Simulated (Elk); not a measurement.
# MnNi3: magneto-optical Kerr spectrum

How strongly does MnNi3 turn reflected light?

Main program and level: Elk 11.2.3 (patched build); PBEsol; all-electron APW+lo, Dirac cores, scalar-relativistic bands with second-variational spin-orbit coupling.

## Step 1: Starting point

It takes space group Pm-3m (No. 221, cubic). Conventional cell: a = 3.593 Å, b = 3.593 Å, c = 3.593 Å, α = 90.00°, β = 90.00°, γ = 90.00°. Mn has 12 Ni at 2.54 Å nearest. Ni has 4 Mn at 2.54 Å and 8 Ni at 2.54 Å nearest. Farther neighbours are not listed.

## Step 2: Ground state with spin–orbit coupling

In a ferromagnet the Kerr effect comes from exchange splitting and spin–orbit coupling together. The parallel order is imposed here; no other order was tried.

In this input [001] lies along z, the axis of the moments and of the light.

Moments are seeded by fields in the spheres (the last three columns under atoms), set against the wanted direction and reduced each loop.

elk.in reads:

```
tasks
  0
  15
  33
  73

xctype
  22

rgkmax
  7.0

nempty
  14

swidth
  0.003

reducebf
  0.5

epsengy
  1e-05

maxscl
  100

lmaxi
  3

spinpol
  .true.

spinorb
  .true.

cmagz
  .true.

sppath
  './'

avec
  6.78978596578 0.00000000000 0.00000000000
  0.00000000000 6.78978596578 0.00000000000
  0.00000000000 0.00000000000 6.78978596578

atoms
  2
  'Mn.in'
  1
  0.0000000000 0.0000000000 0.0000000000   0.000000 0.000000 -0.175000
  'Ni.in'
  3
  0.0000000000 0.5000000000 0.5000000000   0.000000 0.000000 -0.050000
  0.5000000000 0.0000000000 0.5000000000   0.000000 0.000000 -0.050000
  0.5000000000 0.5000000000 0.0000000000   0.000000 0.000000 -0.050000

ngridk
  8 8 8

plot3d
  0 0 0
  1 0 0
  0 1 0
  0 0 1
  18 18 18
```

Run with:

```sh
> OMP_NUM_THREADS=4 elk
```

Numbers of over 12 decimals in the logs are rounded to 6 here.

Log:

```text
Warning(gndstate): core states of species 2 leak from the muffin-tin :   0.3236375504E-03
Warning(chksvso): spin-orbit splittings by the second variation are low [figures from our tests cut]: local-orbitals by j (lorbdm 7 and 8, zora) mend levels alone

--- INFO.OUT ---
┌─────────────────────────┐
│ Elk code version 11.2.3 │
└─────────────────────────┘

All units are atomic (Hartree, Bohr, etc.)

┌─────────────────────────────────────────────────┐
│ Ground-state run starting from atomic densities │
└─────────────────────────────────────────────────┘

Lattice vectors :
   6.789785966       0.000000000       0.000000000
   0.000000000       6.789785966       0.000000000
   0.000000000       0.000000000       6.789785966

Species : 1 (Mn)
 parameters loaded from : Mn.in
 name : manganese
 nuclear charge    :   -25.00000000
 electronic charge :    25.00000000
 atomic mass :    100145.9370
 muffin-tin radius :    2.375551850
 number of radial points in muffin-tin :    993
 inner part over the whole radius :   0.9983871131E-02
 number on inner part of muffin-tin    :    700
 approximate nuclear radius :   0.7074591925E-04
 number of mesh points to nuclear radius :    330
 atomic positions (lattice), magnetic fields (Cartesian) :
  1 :   0.00000000  0.00000000  0.00000000    0.00000000  0.00000000 -0.17500000

Species : 2 (Ni)
 parameters loaded from : Ni.in
 name : nickel
 nuclear charge    :   -28.00000000
 electronic charge :    28.00000000
 atomic mass :    106991.5231
 muffin-tin radius :    2.375551850
 number of radial points in muffin-tin :    993
 inner part over the whole radius :   0.9974321353E-02
 number on inner part of muffin-tin    :    701
 approximate nuclear radius :   0.7325707712E-04
 number of mesh points to nuclear radius :    335
 atomic positions (lattice), magnetic fields (Cartesian) :
  1 :   0.00000000  0.50000000  0.50000000    0.00000000  0.00000000 -0.05000000
  2 :   0.50000000  0.00000000  0.50000000    0.00000000  0.00000000 -0.05000000
  3 :   0.50000000  0.50000000  0.00000000    0.00000000  0.00000000 -0.05000000

Total number of atoms per unit cell :    4
Total muffin-tin volume :    224.6167517
 ratio of muffin-tin to unit cell volume :   0.7175858886

Spin treatment :
 spin-polarised
 spin-orbit coupling
 global magnetic field (Cartesian) :    0.000000000       0.000000000       0.000000000
 collinear magnetisation in z-direction

Number of Bravais lattice symmetries :   48
Number of crystal symmetries         :    8
Crystal has inversion symmetry
Real symmetric eigensolver will be used

k-point grid :      8     8     8
k-point offset :    0.000000000       0.000000000       0.000000000
k-point set is reduced with full crystal symmetry group
Total number of k-points :       90

Muffin-tin radius times maximum |G+k| :    7.000000000
 using average radius
Maximum |G+k| for APW functions       :    2.946683736
Maximum (1/2)|G+k|²                   :    4.341472521
Maximum |G| for potential and density :    12.00000000
Constant for pseudocharge density :    7
 order of it for each species :   14  14
 order of it for pair densities of each species (exact exchange by exxq0 0: 14) :   10  10
Radial integration step length :    1

G-vector grid sizes :     27    27    27
Number of G-vectors :     9093

Maximum angular momentum used for
 APW functions            :    8
 outer part of muffin-tin :    6
 inner part of muffin-tin :    3

Number of empty states         :     56
Total number of valence states :    176
Total number of core states    :     46

Third-order local-orbitals added for an l without core states : T
Total number of local-orbitals :     89

Exchange-correlation functional :     22     0     0
 PBEsol, Phys. Rev. Lett. 100, 136406 (2008)
 gradient requirement :    1
 generalised gradient approximation (GGA)

Smearing type :    3
 Fermi-Dirac
Smearing width :   0.3000000000E-02
Effective electronic temperature (K) :    947.3250744

Mixing type :    3
 Broyden mixing, J. Phys. A: Math. Gen. 17, L317 (1984)

Kohn-Sham potential initialised from atomic data

┌──────────────────────────────┐
│ Self-consistent loop started │
└──────────────────────────────┘

┌─────────────────┐
│ Loop number : 1 │
└─────────────────┘

Energies :
 Fermi                       :     0.177916
 sum of occupied eigenvalues :     -3302.9605947841
 electron kinetic            :      5796.0212072428
 core electron kinetic       :      5207.0245251442
 Coulomb                     :     -11275.021429423
 Coulomb potential           :     -8786.0837295629
 nuclear-nuclear             :     -1003.9643654408
 electron-nuclear            :     -11796.096943902
 Hartree                     :      1525.0398799206
 Madelung                    :     -6881.9795646411
 xc potential                :     -312.51649884068
 xc effective B-field        :    -0.265607
 external B-field            :      0.000000
 exchange                    :     -231.66107558243
 correlation                 :     -5.865755
 electron entropic           :    -0.31450538092746E-02
 total energy                :     -5716.5301981522
 (external B-field energy excluded from total)

Density of states at Fermi energy :    106.2056583
 (states/Hartree/unit cell)

Estimated indirect band gap :   0.1566737079E-03
 from k-point 20 to k-point 6
Estimated direct band gap   :   0.2397110999E-02
 at k-point 20

Charges :
 core                        :    46.00000000
 valence                     :    63.00000000
 interstitial                :    3.340719789
 muffin-tins (core leakage)
  species : 1 (Mn)
   atom 1                    :    23.98205155     ( -0.2240867918E-06)
  species : 2 (Ni)
   atom 1                    :    27.22578863     (  0.3269164818E-03)
   atom 2                    :    27.22578863     (  0.3269164818E-03)
   atom 3                    :    27.22565139     (  0.3269164818E-03)
 total in muffin-tins        :    105.6592802
 total calculated charge     :    108.9979734
 total charge                :    109.0000000
 error                       :   0.2026606817E-02

Moments :
 interstitial                :  -0.1214338965
 muffin-tins
  species : 1 (Mn)
   atom 1                    :    2.677550269
  species : 2 (Ni)
   atom 1                    :    1.307513013
   atom 2                    :    1.307513013
   atom 3                    :    1.307511132
 total in muffin-tins        :    6.600087427
 total moment                :    6.478653531

[... earlier loops left out ...]

┌──────────────────┐
│ Loop number : 29 │
└──────────────────┘

Energies :
 Fermi                       :     0.264628
 sum of occupied eigenvalues :     -3291.9856643166
 electron kinetic            :      5802.3960690313
 core electron kinetic       :      5207.6160299042
 Coulomb                     :     -11280.549725911
 Coulomb potential           :     -8782.4662700612
 nuclear-nuclear             :     -1003.9643654408
 electron-nuclear            :     -11810.961809022
 Hartree                     :      1534.3764485515
 Madelung                    :     -6889.3165908803
 xc potential                :     -311.69314515616
 xc effective B-field        :    -0.222318
 external B-field            :      0.000000
 exchange                    :     -232.19050025230
 correlation                 :     -5.868986
 electron entropic           :    -0.36077342932392E-02
 total energy                :     -5716.2167508849
 (external B-field energy excluded from total)

Density of states at Fermi energy :    118.1529492
 (states/Hartree/unit cell)

Estimated indirect band gap :   0.3570377161E-03
 from k-point 6 to k-point 20
Estimated direct band gap   :   0.2414537883E-02
 at k-point 21

Charges :
 core                        :    46.00000000
 valence                     :    63.00000000
 interstitial                :    3.161403318
 muffin-tins (core leakage)
  species : 1 (Mn)
   atom 1                    :    23.85109009     ( -0.2240872625E-06)
  species : 2 (Ni)
   atom 1                    :    27.32916988     (  0.3236375504E-03)
   atom 2                    :    27.32916988     (  0.3236375504E-03)
   atom 3                    :    27.32916684     (  0.3236371893E-03)
 total in muffin-tins        :    105.8385967
 total calculated charge     :    108.9981115
 total charge                :    109.0000000
 error                       :   0.1888485309E-02

Moments :
 interstitial                :  -0.2642089856E-01
 muffin-tins
  species : 1 (Mn)
   atom 1                    :    3.242527558
  species : 2 (Ni)
   atom 1                    :   0.5279408020
   atom 2                    :   0.5279408020
   atom 3                    :   0.5280583860
 total in muffin-tins        :    4.826467548
 total moment                :    4.800046650

┌──────────────────────────────┐
│ Self-consistent loop stopped │
└──────────────────────────────┘

Warning : core states of species 2 leak from the muffin-tin :   0.3236375504E-03

Wrote STATE.OUT
```

Elapsed: 16 min, on 4 threads of Arm Neoverse V1, shared host; peak memory 0.43 GiB.

Spin moment in the muffin-tin sphere by atom:

```
atom  spin moment in the muffin-tin sphere (μB)
 Mn1                                       3.24
 Ni2                                       0.53
 Ni3                                       0.53
 Ni4                                       0.53
```

Read from the output:

| Property | Result |
| --- | --- |
| density of states at the Fermi level | 4.342 states/eV/cell |
| moment between the spheres | -0.02642 μB |
| magnetization | 4.800 μB |
| final state | ferromagnetic |

After 29 cycles the largest moment stands at 3.24 μB.

Orbital moment <L> in the sphere by atom:

```
atom  x (μB)  y (μB)  z (μB)    size
 Mn1  0.0000  0.0000  0.0153  0.0153
 Ni2  0.0000  0.0000  0.0256  0.0256
 Ni3  0.0000  0.0000  0.0256  0.0256
 Ni4  0.0000  0.0000  0.0219  0.0219
```

## Step 3: States and momentum matrix elements on a finer mesh

Optical spectra need more k points than the density, so the states are solved once on a finer mesh in the saved potential.

elk.in reads:

```
tasks
  1
  120

xctype
  22

rgkmax
  7.0

nempty
  14

swidth
  0.003

reducebf
  0.5

epsengy
  1e-05

maxscl
  1

lmaxi
  3

spinpol
  .true.

spinorb
  .true.

cmagz
  .true.

sppath
  './'

avec
  6.78978596578 0.00000000000 0.00000000000
  0.00000000000 6.78978596578 0.00000000000
  0.00000000000 0.00000000000 6.78978596578

atoms
  2
  'Mn.in'
  1
  0.0000000000 0.0000000000 0.0000000000   0.000000 0.000000 -0.000175
  'Ni.in'
  3
  0.0000000000 0.5000000000 0.5000000000   0.000000 0.000000 -0.000050
  0.5000000000 0.0000000000 0.5000000000   0.000000 0.000000 -0.000050
  0.5000000000 0.5000000000 0.0000000000   0.000000 0.000000 -0.000050

ngridk
  11 11 11
```

Run with:

```sh
> OMP_NUM_THREADS=4 elk
```

Log:

```text
Warning(gndstate): core states of species 2 leak from the muffin-tin :   0.3236375492E-03
Warning(chksvso): spin-orbit splittings by the second variation are low [figures from our tests cut]: local-orbitals by j (lorbdm 7 and 8, zora) mend levels alone

--- INFO.OUT ---
┌─────────────────────────┐
│ Elk code version 11.2.3 │
└─────────────────────────┘

All units are atomic (Hartree, Bohr, etc.)

┌──────────────────────────────────────────┐
│ Ground-state run resuming from STATE.OUT │
└──────────────────────────────────────────┘

Lattice vectors :
   6.789785966       0.000000000       0.000000000
   0.000000000       6.789785966       0.000000000
   0.000000000       0.000000000       6.789785966

Species : 1 (Mn)
 muffin-tin radius :    2.375551850
 atomic positions (lattice), magnetic fields (Cartesian) :
  1 :   0.00000000  0.00000000  0.00000000    0.00000000  0.00000000  0.00000000

Species : 2 (Ni)
 muffin-tin radius :    2.375551850
 atomic positions (lattice), magnetic fields (Cartesian) :
  1 :   0.00000000  0.50000000  0.50000000    0.00000000  0.00000000  0.00000000
  2 :   0.50000000  0.00000000  0.50000000    0.00000000  0.00000000  0.00000000
  3 :   0.50000000  0.50000000  0.00000000    0.00000000  0.00000000  0.00000000

Total number of atoms per unit cell :    4
Total muffin-tin volume :    224.6167517
 ratio of muffin-tin to unit cell volume :   0.7175858886

Spin treatment :
 spin-polarised
 spin-orbit coupling
 global magnetic field (Cartesian) :    0.000000000       0.000000000       0.000000000
 collinear magnetisation in z-direction

Number of Bravais lattice symmetries :   48
Number of crystal symmetries         :    8
Crystal has inversion symmetry
Real symmetric eigensolver will be used

[...]
Coulomb potential           :     -8782.4243348087
 nuclear-nuclear             :     -1003.9643654408
 electron-nuclear            :     -11811.061713511
 Hartree                     :      1534.4470952342
 Madelung                    :     -6889.3668163136
 xc potential                :     -311.76764513772
 xc effective B-field        :    -0.221142
 external B-field            :      0.000000
 exchange                    :     -232.19356512161
 correlation                 :     -5.869070
 electron entropic           :    -0.35444648908545E-02
 total energy                :     -5716.2176515063
 (external B-field energy excluded from total)

Density of states at Fermi energy :    116.3404278
 (states/Hartree/unit cell)

Estimated indirect band gap :   0.1381499807E-03
 from k-point 46 to k-point 138
Estimated direct band gap   :   0.1924069915E-02
 at k-point 33

Charges :
 core                        :    46.00000000
 valence                     :    63.00000000
 interstitial                :    3.159878457
 muffin-tins (core leakage)
  species : 1 (Mn)
   atom 1                    :    23.84701338     ( -0.2240869215E-06)
  species : 2 (Ni)
   atom 1                    :    27.33104876     (  0.3236375492E-03)
   atom 2                    :    27.33104876     (  0.3236375492E-03)
   atom 3                    :    27.33101065     (  0.3236371766E-03)
 total in muffin-tins        :    105.8401215
 total calculated charge     :    108.9981346
 total charge                :    109.0000000
 error                       :   0.1865387172E-02

Moments :
 interstitial                :  -0.3056487165E-01
 muffin-tins
  species : 1 (Mn)
   atom 1                    :    3.236337812
  species : 2 (Ni)
   atom 1                    :   0.5177692069
   atom 2                    :   0.5177692069
   atom 3                    :   0.5179072991
 total in muffin-tins        :    4.789783525
 total moment                :    4.759218653

┌──────────────────────────────┐
│ Self-consistent loop stopped │
└──────────────────────────────┘

Warning : core states of species 2 leak from the muffin-tin :   0.3236375492E-03
```

Wall time 2.3 min (4 threads); peak memory 0.73 GiB; 9.1 min of CPU time.

Numbers from this step:

| Property | Result |
| --- | --- |
| magnetization | 4.759 μB |
| largest moment | 3.236 μB |

## Step 4: Optics with a broadening of 0.20 eV

The broadening stands for the lifetime of the excited states; it lowers and widens the peaks.

Edit elk.in of step 3 so:

```diff
@@ -1,4 +1,4 @@
 tasks
-  1
-  120
+  121
+  122
 
@@ -14,3 +14,3 @@
 swidth
-  0.003
+  0.0075
 
@@ -23,3 +23,3 @@
 maxscl
-  1
+  100
 
@@ -36,2 +36,5 @@
   .true.
+
+intraband
+  .false.
 
@@ -58 +61,10 @@
   11 11 11
+
+wplot
+  240 100 0
+  0.00000 0.30000
+
+optcomp
+  1 1
+  1 2
+  3 3
```

Run with:

```sh
> OMP_NUM_THREADS=4 elk
```

Log:

```text
┌─────────────────────────────────┐
│ Elk code version 11.2.3 started │
└─────────────────────────────────┘

Info(readinput): the functional depends on the density's gradient
 muffin-tin radial points multiplied by    2.00000
 (not where nrmtscf is given)

┌────────────────────┐
│ Current task : 121 │
└────────────────────┘

Info(checkmt): changed muffin-tin radius of species 1 (Mn) from   2.4000 to   2.3756
Info(checkmt): changed muffin-tin radius of species 2 (Ni) from   2.4000 to   2.3756

Info(dielectric):
 dielectric tensor written to EPSILON_ij.OUT
 optical conductivity written to SIGMA_ij.OUT
 for components
  i = 1, j = 1
  i = 1, j = 2
  i = 3, j = 3

┌────────────────────┐
│ Current task : 122 │
└────────────────────┘

Warning(chksvso): spin-orbit splittings by the second variation are low [figures from our tests cut]: local-orbitals by j (lorbdm 7 and 8, zora) mend levels alone

Info(dielectric):
 dielectric tensor written to EPSILON_ij.OUT
 optical conductivity written to SIGMA_ij.OUT
 for components
  i = 1, j = 1
  i = 1, j = 2

Info(moke):
 complex Kerr angle in degrees written to KERR.OUT

┌──────────────────┐
│ Elk code stopped │
└──────────────────┘
```

The job ended after 1.7 min (4 threads; peak memory 0.05 GiB).

Intraband term left out, so in a metal the low energies lack the Drude part. The polar Kerr angle by photon energy; values in degrees:

```
photon energy (eV)  rotation  ellipticity
               0.0         0            0
               0.5     0.421        0.121
               1.0     0.141        0.215
               1.5    -0.135        0.185
               2.0   -0.0812       -0.176
               2.5     0.146       -0.121
               3.0     0.263       -0.190
               3.5     0.321       0.0368
               4.0     0.264       0.0332
               4.5     0.322        0.157
               5.0     0.282        0.219
               5.5     0.173        0.338
               6.0    0.0612        0.312
               6.5   -0.0332        0.278
               7.0    -0.120        0.104
               7.5   0.00531      0.00862
               8.0    0.0210        0.133
```

(Continued in part 2 of 2.)

[Logs and program files are shortened in this print: banners, set-up blocks, solver, clock and traceback lines can be left out without a mark of their own.]

[Logs are printed without paths, hosts, clocks, repeated set-up lines and the standing remarks that a program may print on its own settings, such as how far it seeks lower states.]

[Hosts, paths, dates, database ids (printed as entryN), source tags and the programs' standing remarks are cut or masked in the printed files.]

[Where a cell is said to come from a database of computed structures, the database is the Materials Project.]
